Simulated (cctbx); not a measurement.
## What is wrong with this refinement?

Cell a = 6.8460 Å, b = 4.3890 Å, c = 7.5830 Å, α = 90.00°, β = 90.00°, γ = 90.00°; space group Pnma (no. 62). The compound is TbTiGa.

The data are simulated with cctbx, not measured: Ag Kα, λ = 0.56087 Å, to d = 0.75 Å, 50 % of the full sphere, strongest reflection 40000 counts, noise from counting, a 1.5 % proportional error and a noise floor of 15 counts (s.d.); no absorption.

An anisotropic refinement with weights 1/σ² prints:

```text
Rint 0.020, 306 unique reflections to 0.75 A
cycle     R1     wR2    GooF  max shift (A)
   1  0.2385  0.5039  22.980   0.01352
   2  0.2301  0.4673  21.311   0.00009
final R1 0.2301 wR2 0.4673 GooF 21.311  parameters 12  data/parameter 25.5
atom        x        y        z      Ueq    occ   su(xyz)  su(Uiso or U11)
Tb1    0.02162  0.75000  0.30309   0.0036  1.000  0.00075  0.0025  NPD
Ga1    0.67277  0.75000  0.58696   0.0089  1.000  0.00185  0.0058  NPD
difference map: max 74.47 min -12.11 rms 4.63
Q1    0.2203  0.2500  0.1045    4   74.88  2.45 A from Ga1
Q2    0.0192  0.7500  0.3047    4   36.72  0.02 A from Tb1
Q3    0.1706  0.7500  0.9031    4   16.52  0.08 A from Ga1
Q4    0.2071  0.2500  0.4972    4    9.48  1.04 A from Ga1
Q5    0.0834  0.2500  0.0211    4    5.29  1.82 A from Ga1
Q6    0.1747  0.7500  0.4994    4    4.68  1.82 A from Tb1
```

**Question.** Can this result stand? If not, what is the likely fault?

Mend it. The fault: an atom left out, Ti at (0.7816, 3/4, 0.8946). Against the right model at the same level, R1 goes from 0.0102 to 0.2301 and GooF from 0.92 to 21.31, U of Tb1 shrinks from 0.0119 to 0.0036 Å², the top difference peak, 74.9 e/Å³, lies 2.45 Å from Ga1 and Tb1 and Ga1 go non-positive-definite. Q1 is the missing atom. With scattering power missing, scale and phases suffer, so peaks may also grow on the heavy atoms.

The compound is TbTiGa. The right model at the same level gives:

```text
Rint 0.020, 306 unique reflections to 0.75 A
cycle     R1     wR2    GooF  max shift (A)
   1  0.0416  0.0900   4.147   0.00342
   2  0.0102  0.0200   0.921   0.00000
final R1 0.0102 wR2 0.0200 GooF 0.921  parameters 18  data/parameter 17.0
atom        x        y        z      Ueq    occ   su(xyz)  su(Uiso or U11)
Tb1    0.02152  0.75000  0.30262   0.0119  1.000  0.00003  0.0001
Ga1    0.67328  0.75000  0.58821   0.0148  1.000  0.00007  0.0002
Ti1    0.78158  0.75000  0.89478   0.0203  1.000  0.00014  0.0004
difference map: max 0.88 min -0.94 rms 0.24
Q1    0.0275  0.7500  0.7426    4    0.90  1.63 A from Ga1
Q2    0.2062  0.7500  0.2617    4    0.89  1.30 A from Tb1
Q3    0.1213  0.6370  0.1388    8    0.75  1.50 A from Tb1
Q4    0.0422  0.2500  0.8914    4    0.70  1.53 A from Tb1
Q5    0.0794  0.2500  0.5969    4    0.70  1.03 A from Tb1
Q6    0.1454  0.5621  0.7282    8    0.69  1.56 A from Ti1
```

The model is made up (kin elements in a known structure type, no relaxation), so it says nothing on whether the phase exists.

[Middle refinement cycles are left out of these outputs.]

[Logs are printed without paths, hosts, clocks, repeated set-up lines and the standing remarks that a program may print on its own settings, such as how far it seeks lower states.]
